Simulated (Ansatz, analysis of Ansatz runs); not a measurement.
## Interstitial H+ in rutile SnO2: local vibrational mode, PBE

Aim: the local vibrational mode of interstitial H+ in rutile SnO2, to be set beside the measurement. Set-up: PBE, 96-site cell, PBE lattice, 420 eV, k: the single point 1/4 1/4 1/4. The model is a cell of 96 host atoms with 1 H put in. The frequencies come from force constants among the defect atom and its neighbours, with the masses of the isotopes named. A local or semilocal functional is the cheapest first rung.

What was measured. O-H stretch, 1H: 3156.1 cm⁻¹ at 4.2 K, by polarized FTIR absorption (“Hydrogen impurities and shallow donors in SnO2 studied by infrared spectroscopy”, 2011, F. Bekisli et al.). O-D stretch, 2H: 2360.4 cm⁻¹ at 4.2 K, by polarized FTIR absorption (“Hydrogen impurities and shallow donors in SnO2 studied by infrared spectroscopy”, 2011, F. Bekisli et al.). The runs below try to reproduce this.

Main program and level: Ansatz 0.2.0; plane-wave PAW DFT, PBE; relaxation of all atoms of a defect supercell.

## Step 1: The structure

The cell holds 97 atoms: 32 Sn, 64 O and 1 H. Cell: a = 11.625 Å, b = 11.625 Å, c = 13.653 Å, α = 54.0°, β = 54.0°, γ = 71.9°. It derives from SnO2 (space group P4_2/mnm). Nearest the centre at fractional (0.278, 0.472, 0.699): H97 at 0.00 Å, O20 at 1.01 Å, Sn85 at 2.32 Å, Sn14 at 2.32 Å, Sn39 at 2.32 Å, O89 at 2.35 Å, O18 at 2.35 Å, O47 at 2.53 Å. The cell carries charge +1.

The host's primitive cell comes from a first run (plane-wave PAW DFT, PBE; relaxation of the host's cell and atoms): vectors of 4.827, 4.827 and 3.238 Å. That is 12.57 Å³ an atom, 5.5 % over the diffraction cell's volume. The supercell is built on it.

## Step 2: Relaxation, charge +1

Every later number rests on the structure around the defect, so the atoms are relaxed at the host's lattice first.

File relax/input.yaml:

```yaml
relax:
  f_tol: 0.01
  max_steps: 80
  random_displacement: { amplitude: 0.02, seed: 544 }
crystal:
  lattice:
    - [0.0, 9.65383558, 6.47657049]
    - [9.65383558, 0.0, 6.47657049]
    - [9.65383558, 9.65383558, 0.0]
  atoms:
    - { symbol: Sn, position: [0.0, 0.0, 0.0] }
    - { symbol: Sn, position: [0.25, 0.25, 0.25] }
    - { symbol: Sn, position: [0.125, 0.125, 0.125] }
    - { symbol: Sn, position: [0.375, 0.375, 0.375] }
    - { symbol: O, position: [0.0, 0.0, 0.153285434] }
[... 4 atom lines left out ...]
    - { symbol: O, position: [0.25, 0.25, 0.096714566] }
[... 3 atom lines left out ...]
    - { symbol: Sn, position: [0.25, 0.25, 0.75] }
[... 1 atom line left out ...]
    - { symbol: Sn, position: [0.375, 0.375, 0.875] }
[... 1 atom line left out ...]
    - { symbol: O, position: [0.25, 0.25, 0.903285434] }
    - { symbol: O, position: [0.028285434, 0.221714566, 0.875] }
    - { symbol: O, position: [0.278285434, 0.471714566, 0.625] }
[... 1 atom line left out ...]
    - { symbol: O, position: [0.25, 0.25, 0.596714566] }
    - { symbol: O, position: [0.221714566, 0.028285434, 0.875] }
    - { symbol: O, position: [0.471714566, 0.278285434, 0.625] }
    - { symbol: Sn, position: [0.0, 0.5, 0.0] }
    - { symbol: Sn, position: [0.25, 0.75, 0.25] }
[... 1 atom line left out ...]
    - { symbol: Sn, position: [0.375, 0.875, 0.375] }
[... 1 atom line left out ...]
    - { symbol: O, position: [0.25, 0.75, 0.403285434] }
[... 4 atom lines left out ...]
    - { symbol: O, position: [0.221714566, 0.528285434, 0.375] }
[... 1 atom line left out ...]
    - { symbol: Sn, position: [0.0, 0.5, 0.5] }
    - { symbol: Sn, position: [0.25, 0.75, 0.75] }
    - { symbol: Sn, position: [0.125, 0.625, 0.625] }
[... 1 atom line left out ...]
    - { symbol: O, position: [0.0, 0.5, 0.653285434] }
    - { symbol: O, position: [0.25, 0.75, 0.903285434] }
    - { symbol: O, position: [0.028285434, 0.721714566, 0.875] }
[... 1 atom line left out ...]
    - { symbol: O, position: [0.0, 0.5, 0.846714566] }
    - { symbol: O, position: [0.25, 0.75, 0.596714566] }
    - { symbol: O, position: [0.221714566, 0.528285434, 0.875] }
    - { symbol: O, position: [0.471714566, 0.778285434, 0.625] }
[... 11 atom lines left out ...]
    - { symbol: O, position: [0.971714566, 0.278285434, 0.125] }
[... 2 atom lines left out ...]
    - { symbol: Sn, position: [0.625, 0.125, 0.625] }
    - { symbol: Sn, position: [0.875, 0.375, 0.875] }
[... 2 atom lines left out ...]
    - { symbol: O, position: [0.528285434, 0.221714566, 0.875] }
[... 1 atom line left out ...]
    - { symbol: O, position: [0.5, 0.0, 0.846714566] }
    - { symbol: O, position: [0.75, 0.25, 0.596714566] }
[... 3 atom lines left out ...]
    - { symbol: Sn, position: [0.75, 0.75, 0.25] }
[... 3 atom lines left out ...]
    - { symbol: O, position: [0.75, 0.75, 0.403285434] }
    - { symbol: O, position: [0.528285434, 0.721714566, 0.375] }
[... 1 atom line left out ...]
    - { symbol: O, position: [0.5, 0.5, 0.346714566] }
[... 1 atom line left out ...]
    - { symbol: O, position: [0.721714566, 0.528285434, 0.375] }
[... 1 atom line left out ...]
    - { symbol: Sn, position: [0.5, 0.5, 0.5] }
[... 1 atom line left out ...]
    - { symbol: Sn, position: [0.625, 0.625, 0.625] }
[... 1 atom line left out ...]
    - { symbol: O, position: [0.5, 0.5, 0.653285434] }
[... 3 atom lines left out ...]
    - { symbol: O, position: [0.5, 0.5, 0.846714566] }
[... 2 atom lines left out ...]
    - { symbol: O, position: [0.971714566, 0.778285434, 0.625] }
    - { symbol: H, position: [0.278285434, 0.471714566, 0.698875] }
total_charge: 1
basis:
  ecutwfc: 420
  xc_grid: 2
hamiltonian:
  xc: pbe
kpoints:
  mp_grid: { grid: [1, 1, 1], shift: [0.25, 0.25, 0.25] }
scf:
  occupations: { method: fermi_dirac, width: 0.01 }
  max_iter: 120
output:
  forces: true
checkpoint:
  write: "../relax.run"
  compress: false
  write_wavefunctions: true
  write_every: 100000
```

Started as:

```sh
$ ansatz run input.yaml --threads 4 --pin off --max-ram 7536MiB --backend cpu --events-out ev --progress --plain --runs-dir out
```

Numbers of over 12 decimals in the logs are rounded to 6 here.

The log of the run:

```text
[... repeated set-up lines and file paths are left out, and long positions are rounded to six places ...]
Engine: ansatz 0.2.0, aarch64-unknown-linux-gnu
Pseudopotentials: kind: paw
Pseudopotential: Sn, paw, valence charge 14, recommended cutoff 420 eV (normal), Sn.paw.azcp
Pseudopotential: O, paw, valence charge 6, recommended cutoff 420 eV (normal), O.paw.azcp
Pseudopotential: H, paw, valence charge 1, recommended cutoff 420 eV (normal), H.paw.azcp
Functional definition: PBE
  parameter kappa = 0.804
  parameter beta = 0.066725
  exchange = pbe_x(kappa = kappa, mu = beta*pi^2/3)
  correlation = pbe_c(beta = beta)
Crystal: 97 atoms, lattice volume = 1207.188 Å³
Basis set: ecut = 420 eV, 23633 PW (Γ), exchange–correlation on 160×160×192 points (8 copies of the dense FFT grid, shifted against one another)
Bands: 513, of which v1, the nominal top of the filled ones, is band 416 counted from 1 (415 counted from 0)
Symmetry: 1 space group operations
k-points: 1
Non-local potential: Sn, projectors of the file, l = 0: 2, l = 1: 2, l = 2: 2, l = 3: 2
Non-local potential: O, projectors of the file, l = 0: 2, l = 1: 2, l = 2: 1
Non-local potential: H, projectors of the file, l = 0: 2, l = 1: 1
PAW form: soft (Blöchl's): semilocal exchange-correlation on the pseudo side does not see the compensation charge
PAW one-centre angular grid: Sn, 590 points (default); XC on 64 Gauss nodes
PAW one-centre angular grid: O, 110 points (default); XC on 64 Gauss nodes
PAW one-centre angular grid: H, 110 points (default); XC on 64 Gauss nodes
Initial density: superposition of atomic densities (neutral atoms scaled as one to the charged cell's electrons: chi_scale 0, normalization atom), corrected by the library's trained network
Initial wavefunctions: pseudopotential atomic-orbital guess
Functional: x = pbe(κ = 0.804, μ = 0.219515), c = pbe(β = 0.066725)
SCF iter   1: F=—  HF=-229111.902010 eV  |F-HF|=—  |Δ(HF+E_count)|=         —  Δρ=3.12e-3  dr2=8.02e-2  ethr=1.77e-3  ⟨swp⟩=5.0  Hψ=1871  notcnv=0  defer=53
preconditioner: auto → Resta (q_TF=auto, 2.564 Å⁻¹)  ε∞=3.6  [insulator: Δε(μ)=1.162 eV  Ē_g=19.295 eV  σ=0.010 eV  W_gap=1.00  n_scr=352 (ndim 8)  ℏωp=30.8 eV  f_vac=0.035  D(μ)=0.00/eV (n_scr^D=0)  ε∞_Penn≈3.6]
SCF iter   2: F=—  HF=-229111.885941 eV  |F-HF|=—  |Δ(HF+E_count)|=   1.61e-2  Δρ=1.30e-3  dr2=1.41e-2  ethr=9.64e-6  ⟨swp⟩=3.0  Hψ=1014  notcnv=0  defer=90
SCF iter   3: F=—  HF=-229111.883591 eV  |F-HF|=—  |Δ(HF+E_count)|=   2.35e-3  Δρ=4.66e-4  dr2=2.64e-3  ethr=1.69e-6  ⟨swp⟩=2.0  Hψ=846  notcnv=0  defer=90
SCF iter   4: F=—  HF=-229111.883066 eV  |F-HF|=—  |Δ(HF+E_count)|=   5.26e-4  Δρ=1.79e-4  dr2=3.47e-4  ethr=3.18e-7  ⟨swp⟩=2.0  Hψ=683  notcnv=0  defer=90
SCF iter   5: F=—  HF=-229111.884195 eV  |F-HF|=—  |Δ(HF+E_count)|=   1.13e-3  Δρ=5.67e-5  dr2=3.26e-5  ethr=4.18e-8  ⟨swp⟩=2.0  Hψ=676  notcnv=0  defer=90
SCF iter   6: F=—  HF=-229111.884203 eV  |F-HF|=—  |Δ(HF+E_count)|=   7.67e-6  Δρ=3.50e-5  dr2=1.26e-5  ethr=3.92e-9  ⟨swp⟩=3.0  Hψ=841  notcnv=0  defer=90
SCF iter   7: F=-229111.884203 eV  HF=-229111.884203 eV  |F-HF|=2.53e-7  |Δ(HF+E_count)|=   3.16e-7  Δρ=7.02e-6  dr2=6.37e-7  ethr=3.00e-10  ⟨swp⟩=3.0  Hψ=1827  notcnv=0
SCF 1 converged in 7 iterations: F = -229111.884203 eV  dr2 = 6.37e-7
  greatest PAW one-centre occupation: 0.996 electrons in one spin orbital (limit 2), on the Sn atom at site 13 (counted from 0), in its partial waves of l = 2
relax step   1: F+E_penalty+E_count = -229111.88420304 eV  Δ(F+E_penalty+E_count) = +0.000e0 eV  max|allowed force component| = 3.475e0 eV/Å  Δτ_max = 0.0000 Å  (7 SCF iters, dr2 threshold 2.50e-6 eV, accepted)
[... the SCF cycles and remarks between the steps are left out from here to the last step ...]
relax step   2: F+E_penalty+E_count = -229113.20212012 eV  Δ(F+E_penalty+E_count) = -1.318e0 eV  max|allowed force component| = 6.789e-1 eV/Å  Δτ_max = 0.1964 Å  (7 SCF iters, dr2 threshold 1.00e-4 eV, accepted)
relax step   3: F+E_penalty+E_count = -229113.31876374 eV  Δ(F+E_penalty+E_count) = -1.166e-1 eV  max|allowed force component| = 2.292e-1 eV/Å  Δτ_max = 0.0950 Å  (6 SCF iters, dr2 threshold 2.88e-5 eV, accepted)
relax step   4: F+E_penalty+E_count = -229113.34696976 eV  Δ(F+E_penalty+E_count) = -2.821e-2 eV  max|allowed force component| = 1.029e-1 eV/Å  Δτ_max = 0.0239 Å  (6 SCF iters, dr2 threshold 3.28e-6 eV, accepted)
relax step   5: F+E_penalty+E_count = -229113.35651167 eV  Δ(F+E_penalty+E_count) = -9.542e-3 eV  max|allowed force component| = 8.849e-2 eV/Å  Δτ_max = 0.0241 Å  (7 SCF iters, dr2 threshold 1.21e-6 eV, accepted)
relax step   6: F+E_penalty+E_count = -229113.36159636 eV  Δ(F+E_penalty+E_count) = -5.085e-3 eV  max|allowed force component| = 4.071e-2 eV/Å  Δτ_max = 0.0338 Å  (7 SCF iters, dr2 threshold 1.58e-6 eV, accepted)
relax step   7: F+E_penalty+E_count = -229113.36180996 eV  Δ(F+E_penalty+E_count) = -2.136e-4 eV  max|allowed force component| = 2.471e-2 eV/Å  Δτ_max = 0.0084 Å  (7 SCF iters, dr2 threshold 3.51e-7 eV, accepted)
relax step   8: F+E_penalty+E_count = -229113.36202024 eV  Δ(F+E_penalty+E_count) = -2.103e-4 eV  max|allowed force component| = 2.291e-3 eV/Å  Δτ_max = 0.0046 Å  (5 SCF iters, dr2 threshold 1.29e-7 eV, accepted)
iter 1 solved again at ethr=1.58e-11 eV; its pass at ethr=3.10e-3 eV (dr2=1.31e-7 eV) is discarded
SCF iter   1: F=—  HF=-229113.361745 eV  |F-HF|=—  |Δ(HF+E_count)|=         —  Δρ=3.52e-6  dr2=1.31e-7  ethr=1.58e-11  ⟨swp⟩=1.0  Hψ=1423  notcnv=0  defer=91
SCF iter   2: F=—  HF=-229113.362020 eV  |F-HF|=—  |Δ(HF+E_count)|=   2.75e-4  Δρ=1.97e-6  dr2=4.42e-8  ethr=1.20e-11  ⟨swp⟩=3.0  Hψ=1834  notcnv=0
SCF iter   3: F=-229113.362020 eV  HF=-229113.362020 eV  |F-HF|=7.95e-9  |Δ(HF+E_count)|=   1.80e-8  Δρ=1.10e-6  dr2=1.53e-8  ethr=5.32e-12  ⟨swp⟩=2.0  Hψ=1305  notcnv=0
SCF 9 converged in 3 iterations: F = -229113.362020 eV  dr2 = 1.53e-8
relax step   9: F+E_penalty+E_count = -229113.36202028 eV  Δ(F+E_penalty+E_count) = -3.664e-8 eV  max|allowed force component| = 2.292e-3 eV/Å  Δτ_max = 0.0000 Å  (3 SCF iters, accepted)
NSCF: frozen V_eff on 1 k-points
the band table was solved once a step of the walk had ended and its energy, with any forces and stress, was formed, with the checks that follow a solve (1994 applications of the Hamiltonian). They found nothing against the state; [...]
SCF converged after 3 iterations
Free energy (F): -229113.362020 eV
Harris-Foulkes:  -229113.362020 eV  (|F-HF|=7.95e-9)
Internal energy: -229113.362020 eV  (E = F + TS)
E sigma→0 (E₀):  -229113.362020 eV
Fermi energy:    9.331767 eV
--- Per-component energies (eV) ---
  E_band       = -2466.716252
  E_kinetic    = 17251.704864
  E_local      = -47386.354686  (includes V_loc(G=0)·N_el)
  E_nonlocal   = 2142.154147
  E_hartree    = 24371.123248
  E_xc         = -16851.315053
  E_vxc        = -8985.910132  (∫ρ·V_xc dr)
  E_paw        = -142855.105835  (= ΣΔE_a)
  E_vpaw       = -14230.714083  (= ΣTr[D̂ρ^β])
  E_aug_tail   = 0.156566  (compensation charges beyond the density's cutoff)
  E_ewald      = -65785.725272
  E_smearing   = -0.000000  (= −TS)
  E_closure    = 0.000000  (closes the sum)
  E_deformation_potential = 16.959088  (in the stress; not in F)
  Σ components = -229113.362020   (vs F -229113.362020, Δ=0.00e0)
--- Forces (eV/Å), atoms counted from 1 ---
  atom   1  Sn     0.00120057    -0.00060436    -0.00049242
  atom   2  Sn    -0.00178362    -0.00018119     0.00090134
  [... 11 atoms left out ...]
  atom  14  Sn     0.00072340    -0.00009047     0.00115426
  [... 3 atoms left out ...]
  atom  18  O      0.00032913     0.00006841    -0.00032803
  [... 1 atom left out ...]
  atom  20  O     -0.00227259    -0.00215083    -0.00203317
  [... 18 atoms left out ...]
  atom  39  Sn    -0.00074442     0.00067670     0.00038514
  [... 5 atoms left out ...]
  atom  45  O      0.00003363     0.00018379    -0.00004471
  atom  46  O     -0.00021391     0.00009998    -0.00013521
  atom  47  O      0.00069869    -0.00073018     0.00014984
  [... 37 atoms left out ...]
  atom  85  Sn     0.00114831     0.00056047     0.00017331
  [... 3 atoms left out ...]
  atom  89  O      0.00073859     0.00042038    -0.00001313
  [... 7 atoms left out ...]
  atom  97  H      0.00193341     0.00215040     0.00063604
  max |Σ_I F_I| component: 1.28e-5 eV/Å
--- Band table (eV) ---
  k-point 0: bands = ["-12.4273", "-12.2784", "-12.2053", "-12.1859", [... 505 left out ...] "19.3367", "19.3920", "19.4067", "19.4103"]
--- Relaxed structure (9 steps of the walk, 9 accepted, 0 SCFs on fresh bases) ---
  F+E_penalty+E_count = -229113.36202028 eV   max|allowed force component| = 2.292e-3 eV/Å
  atoms:
    - { symbol: Sn, position: [-0.001387, -0.001121, 0.001292] }
    - { symbol: Sn, position: [0.251696, 0.248938, 0.250549] }
    [... 11 atoms left out ...]
    - { symbol: Sn, position: [0.251857, 0.238546, 0.755014] }
    [... 3 atoms left out ...]
    - { symbol: O, position: [0.253324, 0.248811, 0.901817] }
    [... 1 atom left out ...]
    - { symbol: O, position: [0.275044, 0.475450, 0.643893] }
    [... 18 atoms left out ...]
    - { symbol: Sn, position: [0.113484, 0.636811, 0.621302] }
    [... 5 atoms left out ...]
    - { symbol: O, position: [-0.000723, 0.503842, 0.843403] }
    - { symbol: O, position: [0.246305, 0.751115, 0.596248] }
    - { symbol: O, position: [0.224357, 0.525838, 0.863021] }
    [... 37 atoms left out ...]
    - { symbol: Sn, position: [0.511756, 0.498416, 0.495190] }
    [... 3 atoms left out ...]
    - { symbol: O, position: [0.501543, 0.496983, 0.653675] }
    [... 7 atoms left out ...]
    - { symbol: H, position: [0.266922, 0.483307, 0.716507] }
```

It took 6.5 min on 4 threads of Arm Neoverse V1, shared host; peak memory 3.6 GiB.

(Part 1 of 2 ends here.)

[Logs are printed without paths, hosts, clocks, repeated set-up lines and the standing remarks that a program may print on its own settings, such as how far it seeks lower states.]

[Hosts, paths, dates, database ids (printed as entryN), source tags and the programs' standing remarks are cut or masked in the printed files.]

[For some hosts the program warned that the k-mesh of the response run may be too coarse for force constants and the static dielectric constant; such warnings are not shown here.]
